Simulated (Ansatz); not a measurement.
# Lattice dynamics of ZnSn2 (built on the sites of a database entry of Hf2Zn), part 3 of 3

Wanted: phonon frequencies of ZnSn2 (built on the sites of a database entry of Hf2Zn) and what follows from them.

Ansatz 0.2.0; DFT PBEsol, scalar-relativistic, plane waves, PAW.

So far, highest frequency on the path or at a solved wavevector (cm⁻¹): step 6 (the dispersion) 130.

The structure was built from a prototype and need not be the compound's stable phase.

## 7. Another isotope, element Sn, natural mass 118.71 amu

An isotope changes the mass and not the force constants, so no new electronic calculation is needed; the shifts show which modes move this element.

The same force constants with the mass of Sn changed from 118.710 to 123.905 u (phonopy, no LO-TO term). Both lists are sorted by frequency; levels can cross, so a row need not hold one and the same mode. Modes under 3 cm⁻¹ are left out. Isotope shifts, by row:

```
             q  rank  natural mass (cm⁻¹)  changed mass (cm⁻¹)
         0 0 0     4                37.03                36.24
         0 0 0     5                37.03                36.24
         0 0 0     6                91.84                91.43
         0 0 0     7                91.84                91.43
         0 0 0     8                98.54                96.45
         0 0 0     9                124.6                  124
      0 0 -0.5     1                -7.66                -7.56
      0 0 -0.5     2                46.85                46.36
      0 0 -0.5     3                 62.2                 60.9
      0 0 -0.5     4                63.73                62.38
      0 0 -0.5     5                72.48                70.94
      0 0 -0.5     6                 82.4                80.65
      0 0 -0.5     7                 99.1                99.08
      0 0 -0.5     8                121.3                120.3
      0 0 -0.5     9                124.3                  123
      0 -0.5 0     1                11.03                10.88
      0 -0.5 0     2                34.13                33.41
      0 -0.5 0     3                34.38                33.65
      0 -0.5 0     4                60.54                59.26
      0 -0.5 0     5                60.73                60.04
      0 -0.5 0     6                76.73                76.71
      0 -0.5 0     7                104.2                  102
      0 -0.5 0     8                120.5                119.6
      0 -0.5 0     9                129.9                128.6
-0.5 -0.5 -0.5     1                24.18                23.75
-0.5 -0.5 -0.5     2                24.18                23.75
-0.5 -0.5 -0.5     3                31.09                30.43
-0.5 -0.5 -0.5     4                31.09                30.43
-0.5 -0.5 -0.5     5                71.79                70.78
-0.5 -0.5 -0.5     6                79.65                77.96
-0.5 -0.5 -0.5     7                88.82                 88.5
-0.5 -0.5 -0.5     8                88.82                 88.5
-0.5 -0.5 -0.5     9                127.2                126.2
```

A mode of this element alone would shift by -2.12 %. The highest zone-centre frequency without the field goes from 124.6 to 124.0 cm⁻¹ (-0.5 %). The product of the frequency ratios over all optical modes at Γ is 0.925; the product rule, (m/m′)^(3k/2) (M′/M)^(3/2) with k = 2 such atoms and M the mass of the cell, gives 0.925.

## 8. Another isotope, element Zn, natural mass 65.38 amu

The same for Zn, from 65.38 to 67.92 u.

The same force constants with the mass of Zn changed from 65.380 to 67.925 u (phonopy, no LO-TO term). Both lists are sorted by frequency; levels can cross, so a row need not hold one and the same mode. Modes under 3 cm⁻¹ are left out. Isotope shifts, by row:

```
             q  rank  natural mass (cm⁻¹)  changed mass (cm⁻¹)
         0 0 0     4                37.03                37.03
         0 0 0     5                37.03                37.03
         0 0 0     6                91.84                90.49
         0 0 0     7                91.84                90.49
         0 0 0     8                98.54                98.54
         0 0 0     9                124.6                122.7
      0 0 -0.5     1                -7.66                 -7.6
      0 0 -0.5     2                46.85                46.39
      0 0 -0.5     3                 62.2                62.19
      0 0 -0.5     4                63.73                63.73
      0 0 -0.5     5                72.48                72.48
      0 0 -0.5     6                 82.4                 82.4
      0 0 -0.5     7                 99.1                97.25
      0 0 -0.5     8                121.3                  120
      0 0 -0.5     9                124.3                123.2
      0 -0.5 0     1                11.03                10.96
      0 -0.5 0     2                34.13                34.12
      0 -0.5 0     3                34.38                34.38
      0 -0.5 0     4                60.54                60.17
      0 -0.5 0     5                60.73                60.54
      0 -0.5 0     6                76.73                 75.3
      0 -0.5 0     7                104.2                104.2
      0 -0.5 0     8                120.5                  119
      0 -0.5 0     9                129.9                128.6
-0.5 -0.5 -0.5     1                24.18                 24.1
-0.5 -0.5 -0.5     2                24.18                 24.1
-0.5 -0.5 -0.5     3                31.09                31.09
-0.5 -0.5 -0.5     4                31.09                31.09
-0.5 -0.5 -0.5     5                71.79                71.31
-0.5 -0.5 -0.5     6                79.65                79.65
-0.5 -0.5 -0.5     7                88.82                87.43
-0.5 -0.5 -0.5     8                88.82                87.43
-0.5 -0.5 -0.5     9                127.2                125.6
```

A mode of this element alone would shift by -1.89 %. The highest zone-centre frequency without the field goes from 124.6 to 122.7 cm⁻¹ (-1.5 %). The product of the frequency ratios over all optical modes at Γ is 0.956; the product rule, (m/m′)^(3k/2) (M′/M)^(3/2) with k = 1 such atoms and M the mass of the cell, gives 0.956.

## 9. Results

| Property | Result |
| --- | --- |
| space group after relaxation (within 0.01 Å) | I4/mmm |
| volume per atom | 22.6 Å³ |
| electronic character | no gap on this mesh |
| highest optical mode at the zone centre (no LO-TO term) | 125 cm⁻¹ |
| lowest optical zone-centre mode | 37.0 cm⁻¹ |
| lowest mode on the q mesh (acoustic modes at Γ apart) | -7.7 cm⁻¹ |
| highest frequency on the path or at a solved wavevector | 130 cm⁻¹ |
| imaginary modes on the 2×2×2 q mesh | one or more, weakly |

What this shows: No mode is clearly imaginary at the 4 irreducible wavevectors solved, but the lowest, 7.7i cm⁻¹, is too near zero to call. The optical modes at Γ span 37 to 125 cm⁻¹. The highest mode in this list at Γ, 124.6 cm⁻¹, is mostly motion of Zn (78 % of the kinetic energy). The interpolated path dips to 24i cm⁻¹ between the solved wavevectors, which may come from the interpolation; a denser q mesh would tell. The q mesh stands for a supercell only 6.7 Å across, so branches between the solved wavevectors are rough. With no gap, or one that is small against the smearing, the frequencies hang on the k mesh and the smearing, most of all near Kohn anomalies. Spin-orbit coupling is left out, which can matter for the heavy elements here. A phonon run warned that its eigensolver left some bands unconverged in a pass. The starting cell was built on a prototype and not taken from a measurement, so the phase need not exist. These are harmonic frequencies at zero temperature: anharmonic shifts, linewidths and thermal expansion are left out.

[Logs are printed without paths, hosts, clocks, repeated set-up lines and the standing remarks that a program may print on its own settings, such as how far it seeks lower states.]

[Hosts, paths, dates, database ids (printed as entryN), source tags and the programs' standing remarks are cut or masked in the printed files.]
